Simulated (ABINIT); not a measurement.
## TaAgO3 (R3c): one start, several treatments of the self-energy

Wanted: the gap of TaAgO3 (R3c) under several approximations, with cost.

Calculated with ABINIT 10.8.3; LDA and many-body steps on it, plane waves.

**Experimental background.**

- Gap 3.36 eV: indirect optical gap from Kubelka-Munk plot; UV-Vis diffuse reflectance; powder (pristine, solid-state reaction at 900 C) (“Fabrication of ILs-Assisted AgTaO3 Nanoparticles for the Water Splitting Reaction: The Effect of ILs on Morphology and Photoactivity”, 2020, pmc:7559565).

This is a report of a sequence of runs, with most program output left out.

## (1) Starting point

The structure is trigonal, space group R3c (No. 161). Conventional cell: a = 5.528 Å, b = 5.528 Å, c = 13.716 Å, α = 90.00°, β = 90.00°, γ = 120.00°. Ta has 6 O at 1.94 to 2.03 Å nearest. Ag has 3 O at 2.46 Å nearest. Nearest to O lie 2 Ta at 1.94 to 2.03 Å and 1 Ag at 2.46 Å. Farther neighbours and most contacts between anions are not listed.

Structure file:

```cif
data_structure
_symmetry_space_group_name_H-M 'P 1'
_symmetry_Int_Tables_number 1
_cell_length_a 5.5758
_cell_length_b 5.5758
_cell_length_c 5.5758
_cell_angle_alpha 59.435
_cell_angle_beta 59.435
_cell_angle_gamma 59.435
_cell_volume 121.00
loop_
_atom_site_label
_atom_site_type_symbol
_atom_site_fract_x
_atom_site_fract_y
_atom_site_fract_z
_atom_site_occupancy
Ta1 Ta 0.00000 0.00000 0.00000 1
Ta2 Ta 0.50000 0.50000 0.50000 1
Ag3 Ag 0.24920 0.24920 0.24920 1
Ag4 Ag 0.74920 0.74920 0.74920 1
O5 O 0.81080 0.70090 0.24130 1
O6 O 0.24130 0.81080 0.70090 1
O7 O 0.70090 0.24130 0.81080 1
O8 O 0.74130 0.20090 0.31080 1
O9 O 0.20090 0.31080 0.74130 1
O10 O 0.31080 0.74130 0.20090 1
```

The cell and positions come from the Crystallography Open Database and are kept as given unless a step says otherwise. Spin-orbit coupling is left out unless a step names it.

## (2) Empty states on the mesh, 4×4×4 mesh, 369 bands

This step: ABINIT 10.8.3; DFT, LDA, plane waves, norm-conserving pseudopotentials.

The sums over transitions need many empty states on a uniform mesh; this step solves for them.

run.abi

```
acell 3*1.0 Angstrom
rprim 
  2.764050000011 1.595825011582 4.571966666692
  -2.764050000011 1.595825011582 4.571966666692
  -0.000000000000 -3.191650023098 4.571966666716
ntypat 3
znucl 73 47 8
natom 10
typat 1 1 2 2 3 3 3 3 3 3
xred 
  0.000000000000 0.000000000000 0.000000000000
  0.500000000000 0.500000000000 0.500000000000
  0.249200000000 0.249200000000 0.249200000000
  0.749200000000 0.749200000000 0.749200000000
  0.810800000000 0.700900000000 0.241300000000
  0.241300000000 0.810800000000 0.700900000000
  0.700900000000 0.241300000000 0.810800000000
  0.741300000000 0.200900000000 0.310800000000
  0.200900000000 0.310800000000 0.741300000000
  0.310800000000 0.741300000000 0.200900000000
pp_dirpath "pseudos"
pseudos "Ta.upf, Ag.upf, O.upf"
ecut 39
ngkpt 4 4 4
nshiftk 1
shiftk 0 0 0
kptopt 1
chksymbreak 0
iscf -2
irdden 1
istwfk *1
nband 369
nbdbuf 32
tolwfr 1e-09
nstep 60
prtvol 0
indata_prefix "in"
outdata_prefix "out"
tmpdata_prefix "tmp"
```

Started as:

```bash
> OMP_NUM_THREADS=1 mpirun -n 4 abinit run.abi > log
```

The job ended after 19 min (4 MPI ranks of Arm Neoverse V1, shared host; peak memory 1.1 GiB).

Numbers from this step:

- gap: 1.976 eV
- k of the valence top: -0.25, 0.25, 0.25
- k of the conduction bottom: 0.5, 0.5, 0
- least direct gap: 2.048 eV
- k points computed: 13
- lowest point of the top converged band, above the valence top: 92.5443 eV

On this mesh the gap is 1.976 eV.

The density comes from a self-consistent run that is not shown.

## (3) Screening, 4×4×4 mesh, 167 bands, screening to 114.3 eV

The RPA dielectric matrix is built and inverted for each q.

This step: RPA screening on LDA, plane waves, norm-conserving pseudopotentials.

Edit run.abi of step 2 so:

```diff
@@ -28,10 +28,11 @@
 chksymbreak 0
-iscf -2
-irdden 1
 istwfk *1
-nband 369
-nbdbuf 32
-tolwfr 1e-09
-nstep 60
-prtvol 0
+occopt 1
+irdwfk 1
+optdriver 3
+nband 167
+ecuteps 4.2
+inclvkb 2
+awtr 1
+symchi 1
 indata_prefix "in"
```

Run time: 19 min. Hardware: 4 MPI ranks; peak memory 5.6 GiB.

Numbers from this step:

```yaml
eps_infinity_with_local_fields_on_this_mesh_along_the_program_s_q_direction: 6.725
the_same_without_local_fields: 7.063
plasma_frequency: 33.76 eV
plane_waves_in_the_screening_matrix: 331
```

Local fields lower ε∞ by 5 %.

## (4) G0W0, Godby-Needs plasmon pole

The self-energy is evaluated for the states that the input lists, and the levels follow from it, in one-shot runs by the linearised quasiparticle equation.

This step: G0W0 on LDA, plane waves, norm-conserving pseudopotentials.

Edit run.abi of step 3 so:

```diff
@@ -31,8 +31,19 @@
 irdwfk 1
-optdriver 3
+optdriver 4
 nband 167
+gwcalctyp 0
+ecutsigx 39
+symsigma 1
+nkptgw 3
+kptgw 
+  -0.2500000000 0.2500000000 0.2500000000
+  0.5000000000 0.5000000000 0.0000000000
+  0.0000000000 0.0000000000 0.0000000000
+bdgw 
+  49 52
+  49 52
+  49 53
 ecuteps 4.2
-inclvkb 2
-awtr 1
-symchi 1
+irdscr 1
+ppmodel 1
 indata_prefix "in"
```

Elapsed: 94 s, on 4 MPI ranks; peak memory 3.6 GiB.

Numbers from this step:

* G0W0 gap on the points computed: 3.555 eV
* starting gap on the mesh: 1.976 eV
* k of the valence top: 0, 0, 0
* k of the conduction bottom: 0, 0, 0
* Z at the valence top: 0.786
* Z at the conduction bottom: 0.834
* least direct G0W0 gap on the computed points: 3.555 eV

The gap on the mesh goes from 1.98 eV to 3.55 eV, a correction of +1.58 eV.

## (5) G0W0, Engel-Farid plasmon pole

Edit run.abi of step 4 so:

```diff
@@ -47,3 +47,3 @@
 irdscr 1
-ppmodel 1
+ppmodel 4
 indata_prefix "in"
```

It took 47 s on 4 MPI ranks; peak memory 3.4 GiB.

This step gave:

```
G0W0 gap on the points computed              : 3.489 eV
starting gap on the mesh                     : 1.976 eV
k of the valence top                         : 0, 0, 0
k of the conduction bottom                   : 0, 0, 0
Z at the valence top                         : 0.799
Z at the conduction bottom                   : 0.846
least direct G0W0 gap on the computed points : 3.489 eV
```

Against G0W0 in ABINIT (4×4×4 mesh, 167 bands, screening to 114.3 eV, Godby-Needs plasmon pole), the gap moves by −0.066 eV.

## (6) G0W0, Hybertsen-Louie plasmon pole

Edit run.abi of step 5 so:

```diff
@@ -47,3 +47,3 @@
 irdscr 1
-ppmodel 4
+ppmodel 2
 indata_prefix "in"
```

It took 91 s on 4 MPI ranks; peak memory 3.5 GiB.

This step gave:

| Property | Result |
| --- | --- |
| G0W0 gap on the points computed | 3.524 eV |
| starting gap on the mesh | 1.976 eV |
| k of the valence top | -0.25, 0.25, 0.25 |
| k of the conduction bottom | 0, 0, 0 |
| least direct G0W0 gap on the computed points | 3.661 eV |

Against G0W0 in ABINIT (4×4×4 mesh, 167 bands, screening to 114.3 eV, Godby-Needs plasmon pole), the gap moves by −0.031 eV.

## (7) One-shot Hartree-Fock

This step: one-shot Hartree-Fock on LDA, plane waves, norm-conserving pseudopotentials.

Edit run.abi of step 6 so:

```diff
@@ -32,4 +32,4 @@
 optdriver 4
-nband 167
-gwcalctyp 0
+nband 54
+gwcalctyp 5
 ecutsigx 39
@@ -45,5 +45,4 @@
   49 53
-ecuteps 4.2
-irdscr 1
-ppmodel 2
+ixc_sigma 40
+fftgw 31
 indata_prefix "in"
```

Run time: 18 s. Hardware: 4 MPI ranks; peak memory 3 GiB; 70 s of CPU time.

This step gave:

* quasiparticle gap on the points computed: 12.65 eV
* starting gap on the mesh: 1.976 eV
* k of the valence top: 0, 0, 0
* k of the conduction bottom: 0, 0, 0
* least direct quasiparticle gap on the computed points: 12.65 eV

Against G0W0 in ABINIT (4×4×4 mesh, 167 bands, screening to 114.3 eV, Godby-Needs plasmon pole), the gap moves by +9.093 eV.

## (8) Screening, 4×4×4 mesh, 167 bands, screening to 114.3 eV

This step: RPA screening on LDA, plane waves, norm-conserving pseudopotentials.

Edit run.abi of step 7 so:

```diff
@@ -31,18 +31,14 @@
 irdwfk 1
-optdriver 4
-nband 54
-gwcalctyp 5
-ecutsigx 39
-symsigma 1
-nkptgw 3
-kptgw 
-  -0.2500000000 0.2500000000 0.2500000000
-  0.5000000000 0.5000000000 0.0000000000
-  0.0000000000 0.0000000000 0.0000000000
-bdgw 
-  49 52
-  49 52
-  49 53
-ixc_sigma 40
-fftgw 31
+optdriver 3
+nband 167
+ecuteps 4.2
+inclvkb 2
+awtr 1
+symchi 1
+gwcalctyp 2
+nfreqre 16
+freqremax 40 eV
+nfreqim 8
+spmeth 1
+nomegasf 120
 indata_prefix "in"
```

Wall time 24 min (4 MPI ranks); peak memory 6.4 GiB.

This step gave:

```yaml
eps_infinity_with_local_fields_on_this_mesh_along_the_program_s_q_direction: 6.863
the_same_without_local_fields: 7.210
plasma_frequency: 33.76 eV
plane_waves_in_the_screening_matrix: 331
```

## (9) G0W0, contour deformation

This step: G0W0 on LDA, plane waves, norm-conserving pseudopotentials.

Edit run.abi of step 8 so:

```diff
@@ -31,14 +31,18 @@
 irdwfk 1
-optdriver 3
+optdriver 4
 nband 167
+gwcalctyp 2
+ecutsigx 39
+symsigma 1
+nkptgw 3
+kptgw 
+  -0.2500000000 0.2500000000 0.2500000000
+  0.5000000000 0.5000000000 0.0000000000
+  0.0000000000 0.0000000000 0.0000000000
+bdgw 
+  49 52
+  49 52
+  49 53
 ecuteps 4.2
-inclvkb 2
-awtr 1
-symchi 1
-gwcalctyp 2
-nfreqre 16
-freqremax 40 eV
-nfreqim 8
-spmeth 1
-nomegasf 120
+irdscr 1
 indata_prefix "in"
```

Elapsed: 61 s, on 4 MPI ranks; peak memory 3.9 GiB; 4 min of CPU time.

Numbers from this step:

```
G0W0 gap on the points computed              : 3.566 eV
starting gap on the mesh                     : 1.976 eV
k of the valence top                         : 0, 0, 0
k of the conduction bottom                   : 0, 0, 0
least direct G0W0 gap on the computed points : 3.566 eV
```

Against G0W0 in ABINIT (4×4×4 mesh, 167 bands, screening to 114.3 eV, Godby-Needs plasmon pole), the gap moves by +0.011 eV.

## (10) Side by side

Times are wall times on 4 MPI ranks of Arm Neoverse V1, shared host, good to a factor of about two. A run's time includes the screening step that it read.

| run | mesh | bands | screening cutoff (eV) | DFT gap (eV) | gap on the mesh (eV) | direct (eV) | ε∞ used | time |
| --- | --- | --- | --- | --- | --- | --- | --- | --- |
| G0W0, Godby-Needs plasmon pole | 4×4×4 | 167 | 114.3 | 1.976 | 3.555 | 3.555 | 6.72 | 20 min |
| G0W0, Engel-Farid plasmon pole | 4×4×4 | 167 | 114.3 | 1.976 | 3.489 | 3.489 | 6.72 | 20 min |
| G0W0, Hybertsen-Louie plasmon pole | 4×4×4 | 167 | 114.3 | 1.976 | 3.524 | 3.661 | 6.72 | 20 min |
| one-shot Hartree-Fock | 4×4×4 | - | - | 1.976 | 12.648 | 12.648 | - | 18 s |
| G0W0, contour deformation | 4×4×4 | 167 | 114.3 | 1.976 | 3.566 | 3.566 | 6.86 | 25 min |

## (11) What came out

```yaml
g0w0_godby_needs_plasmon_pole: 3.555 eV
g0w0_engel_farid_plasmon_pole: 3.489 eV
g0w0_hybertsen_louie_plasmon_pole: 3.524 eV
one_shot_hartree_fock: 12.648 eV
g0w0_contour_deformation: 3.566 eV
known_limits: not at the basis limit; d shell near the gap, gap tends to lie low; no spin-orbit coupling
```

G0W0, Engel-Farid plasmon pole: −0.066 eV against G0W0, Godby-Needs plasmon pole. G0W0, Hybertsen-Louie plasmon pole: −0.031 eV against G0W0, Godby-Needs plasmon pole. One-shot Hartree-Fock: +9.093 eV against G0W0, Godby-Needs plasmon pole. G0W0, contour deformation: +0.011 eV against G0W0, Godby-Needs plasmon pole. Bare exchange alone opens the gap to 12.65 eV; against G0W0, correlation takes back 9.09 eV. Against experiment, by G0W0, Godby-Needs plasmon pole: the gap of 3.55 eV lies +0.19 eV from the measured 3.36 eV (indirect, 2020). These are gaps on the mesh, at modest bands and cutoff. The calculation has static nuclei and no excitons; a measured gap holds zero-point and thermal motion, which mostly lowers it. Bands and cutoff are finite, so the gap is not at the basis limit. The miss can reach some tenths of an eV and take either sign; the mesh is an error of its own. In the G0W0 runs levels were corrected at 3 k points alone, so a gap called «on the mesh» is the least over those, and an edge elsewhere would be missed. A d shell, filled or nearly so, lies near the gap. One-shot GW converges very slowly in bands there, not always from below, and on a semilocal start the gap tends to come out low; starts rich in exact exchange can overshoot instead. The many-body steps are scalar-relativistic: spin-orbit coupling is not in them.

[Paths, hosts, dates, memory and timing lines, banners, echoed tables and standing remarks are left out of the program output.]

[Logs are printed without paths, hosts, clocks, repeated set-up lines and the standing remarks that a program may print on its own settings, such as how far it seeks lower states.]

[Runs of the session that timed out or met a known fault of the program may be left out.]

[Hosts, paths, dates, database ids (printed as entryN), source tags and the programs' standing remarks are cut or masked in the printed files.]

[G0W0 gaps are taken among the corrected bands and points alone; a level outside them can change the order at an edge.]

[Where Ansatz stands beside ABINIT at settings called matched, ABINIT's density can come from a denser mesh and the files from another edition; pairs whose starting gaps differed by over 0.03 eV were left out, so agreement reads better than it is.]
